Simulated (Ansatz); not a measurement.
# C on Pt(111): change of the work function, part 4 of 4

Aim: the work function of Pt(111) at several coverages of C (fcc site), and the dipole that each adsorbate carries.

Ansatz 0.2.0; plane-wave DFT, PBE, Ansatz PAW (set soft_1); PAW set soft_1.

So far, work function, upper face (eV): step 2 (the clean slab) 5.70; step 3 (37 atoms, coverage 0.111 ML, cell 3x3) 5.69; step 4 (17 atoms, coverage 0.25 ML, cell 2x2) 5.71.

## Step 5: Adsorbate added, k-mesh 6×6×1, coverage 0.5 ML

System of this step: Pt8C (C/Pt(111)). The cell holds 18 atoms: 16 Pt and 2 C. Cell: a = 5.544 Å, b = 5.544 Å, c = 26.391 Å, α = 90.0°, β = 90.0°, γ = 60.0°. Vacuum lies along c.

Another coverage, to see how the dipoles act on each other as their distance changes.

Input file input.yaml:

```yaml
crystal:
  lattice:
    - [5.5437171645, 1.0e-10, 0.0]
    - [2.7718585822, 4.8009998959, 0.0]
    - [0.0, 0.0, 26.3905219343]
  atoms:
    - { symbol: Pt, position: [0.0, 0.0, 0.3410315272] }
    - { symbol: Pt, position: [0.1666666667, 0.1666666667, 0.4267900833] }
    - { symbol: Pt, position: [0.3333333333, 0.3333333333, 0.5141881274] }
    - { symbol: Pt, position: [0.0, 0.0, 0.6026750898] }
    - { symbol: Pt, position: [0.0, 0.5, 0.3410315272] }
    - { symbol: Pt, position: [0.1666666667, 0.6666666667, 0.4267900833] }
    - { symbol: Pt, position: [0.3333333333, 0.8333333333, 0.5141881274] }
    - { symbol: Pt, position: [0.0, 0.5, 0.6026750898] }
    - { symbol: Pt, position: [0.5, 0.0, 0.3410315272] }
    - { symbol: Pt, position: [0.6666666667, 0.1666666667, 0.4267900833] }
    - { symbol: Pt, position: [0.8333333333, 0.3333333333, 0.5141881274] }
    - { symbol: Pt, position: [0.5, 0.0, 0.6026750898] }
    - { symbol: Pt, position: [0.5, 0.5, 0.3410315272] }
    - { symbol: Pt, position: [0.6666666667, 0.6666666667, 0.4267900833] }
    - { symbol: Pt, position: [0.8333333333, 0.8333333333, 0.5141881274] }
    - { symbol: Pt, position: [0.5, 0.5, 0.6026750898] }
    - { symbol: C, position: [0.1666666667, 0.1666666667, 0.6589684728] }
    - { symbol: C, position: [0.6666666667, 0.1666666667, 0.6589684728] }
kpoints:
  mp_grid: { grid: [6, 6, 1] }
hamiltonian:
  xc: pbe
  pseudopotentials: { kind: paw, azcp: { folder: soft_1 } }
scf:
  occupations: { method: fermi_dirac, width: 0.1 }
  convergence: { dr2_threshold: 1.0e-08 }
efield:
  axis: 3
  dipole_correction: true
  ramp_position: 0.97
  ramp_width: 0.06
relax:
  f_tol: 0.02
  max_steps: 60
  constraints: [{ sites: [0, 1, 4, 5, 8, 9, 12, 13] }]
output:
  dos: { projected: true, e_range: [-8, 4] }
  write_potential: true
  write_density: true
  volumetric_format: npy
  elf: true
```

Started as:

```console
$ ansatz run input.yaml --threads 4 --pin off --max-ram 16384MiB --backend cpu --events-out ev --progress --plain --runs-dir out
```

The program printed:

```text
[...]
Crystal: 18 atoms, lattice volume = 702.394 Å³
Basis set: ecut = 420 eV, 13781 PW (Γ), exchange–correlation on 80×80×360 points (8 copies of the dense FFT grid, shifted against one another)
Bands: 178, of which v1, the nominal top of the filled ones, is band 148 counted from 1 (147 counted from 0)
Symmetry: 4 space group operations
[...]
- { symbol: Pt, position: [0.016953, 0.466094, 0.604969] }
[...]
- { symbol: Pt, position: [0.5, 0.500000, 0.341032] }
    - { symbol: Pt, position: [0.66666666665, 0.666667, 0.426790] }
    - { symbol: Pt, position: [0.838330, 0.823339, 0.517487] }
    - { symbol: Pt, position: [0.516953, 0.466094, 0.604969] }
    - { symbol: C, position: [0.168110, 0.163780, 0.650453] }
    - { symbol: C, position: [0.668110, 0.163780, 0.650453] }
[key lines of the parts left out:]
SCF converged after 7 iterations
Free energy (F): -200889.623150 eV
Fermi energy:    4.570033 eV
Dipole field:    D = -0.004626 V/Å  (p = -0.017957 e·Å, saw-weighted, corrected)
Work function:   Φ+ = 5.8269 eV   Φ− = 5.7048 eV
```

Run time: 9.2 min. Hardware: 4 threads of Arm Neoverse V1, shared host; peak memory 3.4 GiB.

Relaxation path:

```
step  energy less that of the first step (eV)  largest force component (eV/Å)
   1                                   0.0000                          3.2064
   2                                  -1.3015                          1.8965
   3                                  -1.5598                          1.4618
   4                                  -1.6464                          0.3489
   5                                  -1.6792                          0.0470
   6                                  -1.6851                          0.0476
   7                                  -1.6867                          0.0226
   8                                  -1.6868                          0.0212
   9                                  -1.6869                          0.0018
```

The run keeps the 4 symmetry operations that the program found, so distortions that break them were not tested.

The atoms that moved most (Å):

```
atom     dx      dy      dz  length
 Pt4  0.000  -0.213   0.245   0.324
Pt12  0.000  -0.213   0.245   0.324
 C18  0.000  -0.014  -0.225   0.225
 C17  0.000  -0.014  -0.225   0.225
Pt16  0.000  -0.163   0.061   0.174
 Pt8  0.000  -0.163   0.061   0.174
 Pt7  0.000  -0.048   0.087   0.099
Pt15  0.000  -0.048   0.087   0.099
```

Final coordinates:

```cif
data_structure
_symmetry_space_group_name_H-M 'P 1'
_symmetry_Int_Tables_number 1
_cell_length_a 5.5437
_cell_length_b 5.5437
_cell_length_c 26.3905
_cell_angle_alpha 90.000
_cell_angle_beta 90.000
_cell_angle_gamma 60.000
_cell_volume 702.39
loop_
_atom_site_label
_atom_site_type_symbol
_atom_site_fract_x
_atom_site_fract_y
_atom_site_fract_z
_atom_site_occupancy
Pt1 Pt 0.00000 0.00000 0.34103 1
Pt2 Pt 0.16667 0.16667 0.42679 1
Pt3 Pt 0.33879 0.32242 0.51378 1
Pt4 Pt 0.02215 0.95570 0.61195 1
Pt5 Pt 0.00000 0.50000 0.34103 1
Pt6 Pt 0.16667 0.66667 0.42679 1
Pt7 Pt 0.33833 0.82334 0.51749 1
Pt8 Pt 0.01695 0.46609 0.60497 1
Pt9 Pt 0.50000 0.00000 0.34103 1
Pt10 Pt 0.66667 0.16667 0.42679 1
Pt11 Pt 0.83879 0.32242 0.51378 1
Pt12 Pt 0.52215 0.95570 0.61195 1
Pt13 Pt 0.50000 0.50000 0.34103 1
Pt14 Pt 0.66667 0.66667 0.42679 1
Pt15 Pt 0.83833 0.82334 0.51749 1
Pt16 Pt 0.51695 0.46609 0.60497 1
C17 C 0.16811 0.16378 0.65045 1
C18 C 0.66811 0.16378 0.65045 1
```

The density of states has structure finer than the step of the table below, so its rows give means over 0.25 eV. Peaks (eV: height): -3.760: 42.3, -3.250: 40, -3.070: 39.8, -2.980: 42.4, -2.530: 36.9, -1.680: 34.7, -1.560: 35.1.

Density of states against energy, zero at the Fermi level; means over each step:

energy (eV), density of states (states/eV a cell) and a bar from the least value:
```
    -7.75        3.5 
    -7.50        5.9 ##
    -7.25        6.2 ###
    -7.00        7.4 ####
    -6.75        8.3 #####
    -6.50       17.7 ##############
    -6.25       17.1 ##############
    -6.00       17.0 ##############
    -5.75       24.8 ######################
    -5.50       25.7 ######################
    -5.25       21.4 ##################
    -5.00       16.9 ##############
    -4.75       23.0 ####################
    -4.50       17.3 ##############
    -4.25       25.1 ######################
    -4.00       23.6 ####################
    -3.75       28.8 ##########################
    -3.50       22.7 ###################
    -3.25       31.0 ############################
    -3.00       33.2 ##############################
    -2.75       24.6 #####################
    -2.50       24.3 #####################
    -2.25       21.8 ##################
    -2.00       24.5 #####################
    -1.75       25.6 ######################
    -1.50       27.4 ########################
    -1.25       18.3 ###############
    -1.00       19.6 ################
    -0.75       26.3 #######################
    -0.50       22.4 ###################
    -0.25       25.1 ######################
     0.00       24.2 #####################
     0.25       14.7 ###########
     0.50       10.0 #######
     0.75        9.0 ######
     1.00        7.9 ####
     1.25        6.1 ###
     1.50        4.1 #
     1.75        7.6 ####
```

The relaxation took 9 steps and lowered the energy by 1.7 eV; the largest force on the free atoms ends at 0.0018 eV/Å.

The covered face has 5.83 eV, +0.12 eV against the clean one; the bare back face has moved by +0.03 eV, a measure of how thin the slab is.

## Step 6: The covered slab, k-mesh 12×12×1, coverage 1 ML

System of this step: Pt4C (C/Pt(111)). The cell holds 5 atoms: 4 Pt and 1 C. Its edges and angles: a = 2.772 Å, b = 2.772 Å, c = 26.391 Å, α = 90.0°, β = 90.0°, γ = 60.0°. Vacuum lies along c.

Another coverage, to see how the dipoles act on each other as their distance changes.

input.yaml, the sections that differ from step 5:

```yaml
crystal:
  lattice:
    - [2.7718585823, 0.0, 0.0]
    - [1.3859292911, 2.4004999479, 0.0]
    - [0.0, 0.0, 26.3905219343]
  atoms:
    - { symbol: Pt, position: [0.0, 0.0, 0.3410315272] }
    - { symbol: Pt, position: [0.3333333333, 0.3333333333, 0.4267900833] }
    - { symbol: Pt, position: [0.6666666667, 0.6666666667, 0.5141881274] }
    - { symbol: Pt, position: [0.0, 0.0, 0.6026750898] }
    - { symbol: C, position: [0.3333333333, 0.3333333333, 0.6589684728] }
kpoints:
  mp_grid: { grid: [12, 12, 1] }
relax:
  f_tol: 0.02
  max_steps: 60
  constraints: [{ sites: [0, 1] }]
output:
  write_potential: true
  write_density: true
  volumetric_format: npy
# hamiltonian, scf, efield: as in step 5
```

The program printed:

```text
[...]
Crystal: 5 atoms, lattice volume = 175.598 Å³
Basis set: ecut = 420 eV, 3473 PW (Γ), exchange–correlation on 40×40×360 points (8 copies of the dense FFT grid, shifted against one another)
Bands: 46, of which v1, the nominal top of the filled ones, is band 38 counted from 1 (37 counted from 0)
Symmetry: 6 space group operations
[...]
F+E_penalty+E_count = -50345.79527145 eV   max|allowed force component| = 7.972e-3 eV/Å
  atoms:
    - { symbol: Pt, position: [-1.480297e-17, -1.480297e-17, 0.341032] }
    - { symbol: Pt, position: [0.333333, 0.333333, 0.426790] }
    - { symbol: Pt, position: [0.666667, 0.666667, 0.515968] }
    - { symbol: Pt, position: [-1.442991e-17, -1.619525e-17, 0.609519] }
    - { symbol: C, position: [0.333333, 0.333333, 0.652929] }
[key lines of the parts left out:]
SCF converged after 8 iterations
Free energy (F): -50345.795271 eV
Fermi energy:    4.779783 eV
Dipole field:    D = -0.016554 V/Å  (p = -0.016064 e·Å, saw-weighted, corrected)
Work function:   Φ+ = 6.1829 eV   Φ− = 5.7461 eV
```

Elapsed: 26 s, on 4 threads; peak memory 0.51 GiB.

Step by step:

```
step  energy less that of the first step (eV)  largest force component (eV/Å)
   1                                   0.0000                          2.3231
   2                                  -0.2050                          1.1995
   3                                  -0.3625                          0.0956
   4                                  -0.3642                          0.0350
   5                                  -0.3642                          0.0080
```

The run keeps the 6 symmetry operations that the program found, so distortions that break them were not tested.

The atoms that moved most (Å):

```
atom     dx     dy      dz  length
 Pt4  0.000  0.000   0.181   0.181
  C5  0.000  0.000  -0.159   0.159
 Pt3  0.000  0.000   0.047   0.047
```

The relaxed structure:

```cif
data_structure
_symmetry_space_group_name_H-M 'P 1'
_symmetry_Int_Tables_number 1
_cell_length_a 2.7719
_cell_length_b 2.7719
_cell_length_c 26.3905
_cell_angle_alpha 90.000
_cell_angle_beta 90.000
_cell_angle_gamma 60.000
_cell_volume 175.60
loop_
_atom_site_label
_atom_site_type_symbol
_atom_site_fract_x
_atom_site_fract_y
_atom_site_fract_z
_atom_site_occupancy
Pt1 Pt 0.00000 0.00000 0.34103 1
Pt2 Pt 0.33333 0.33333 0.42679 1
Pt3 Pt 0.66667 0.66667 0.51597 1
Pt4 Pt 0.00000 0.00000 0.60952 1
C5 C 0.33333 0.33333 0.65293 1
```

The relaxation took 5 steps and lowered the energy by 0.36 eV; the largest force on the free atoms ends at 0.0080 eV/Å.

The covered face has 6.18 eV, +0.48 eV against the clean one; the bare back face has moved by +0.07 eV, a measure of how thin the slab is.

## Step 7: Work function against coverage

This step: plane-wave DFT, PBE, Ansatz PAW (set soft_1); work function against coverage; PAW set soft_1 (Ansatz 0.2.0).

The runs are now put side by side.

This step gave:

```
work function of the clean face     : 5.704 eV
largest change of the work function : 0.4791 eV
```

The work function of the covered face by coverage:

```
coverage (adsorbates/nm²)  work function of the covered face (eV)
                     0.00                                    5.70
                     1.67                                    5.69
                     3.76                                    5.71
                     7.51                                    5.83
                    15.03                                    6.18
```

The dipole per adsorbate comes from the change of the cell's dipole. Coverage, by row:

```
coverage (1/nm²)  coverage (ML)  work function (eV)  change (eV)  dipole per adsorbate, positive end outwards (debye)  mean height of the added atoms over the highest substrate atom (Å)
            1.67         0.1111                5.69     -0.01414                                                 0.03                                                              0.8518
           3.757           0.25               5.707     0.003284                                                0.004                                                               0.979
           7.514            0.5               5.827       0.1231                                               -0.032                                                               1.016
           15.03              1               6.183       0.4791                                               -0.072                                                               1.146
```

## Step 8: Outcome

| Item | Value |
| --- | --- |
| work function of the clean face | 5.70 eV |
| work function at 0.11 ML | 5.69 eV |
| work function at 0.25 ML | 5.71 eV |
| work function at 0.5 ML | 5.83 eV |
| work function at 1 ML | 6.18 eV |
| dipole per adsorbate at 0.11 ML, positive end outwards | 0.03 D |

At the lowest coverage C changes the work function of Pt(111) by under 0.15 eV, within the error of so thin a slab; the largest change, +0.48 eV, comes at higher coverage. The slab has 4 layers, at the tabulated experimental lattice constant, one starting site was run, and quantum-size effects of a slab this thin can reach one or two tenths of an eV.

[Long decimals in the printed logs are rounded to 6 places.]

[Logs are printed without paths, hosts, clocks, repeated set-up lines and the standing remarks that a program may print on its own settings, such as how far it seeks lower states.]

[Hosts, paths, dates, database ids (printed as entryN), source tags and the programs' standing remarks are cut or masked in the printed files.]

[Maps of the electrostatic potential energy from Ansatz leave out the sawtooth potential of an applied field or a dipole correction, so their vacuum need not be flat; planar profiles and work functions include it.]

[The density of states shown here was stored with 400 of the rows of the run's finer table, so its peaks can read low, often by over a quarter, or be missed, and its means over a window can be off by a tenth or more.]
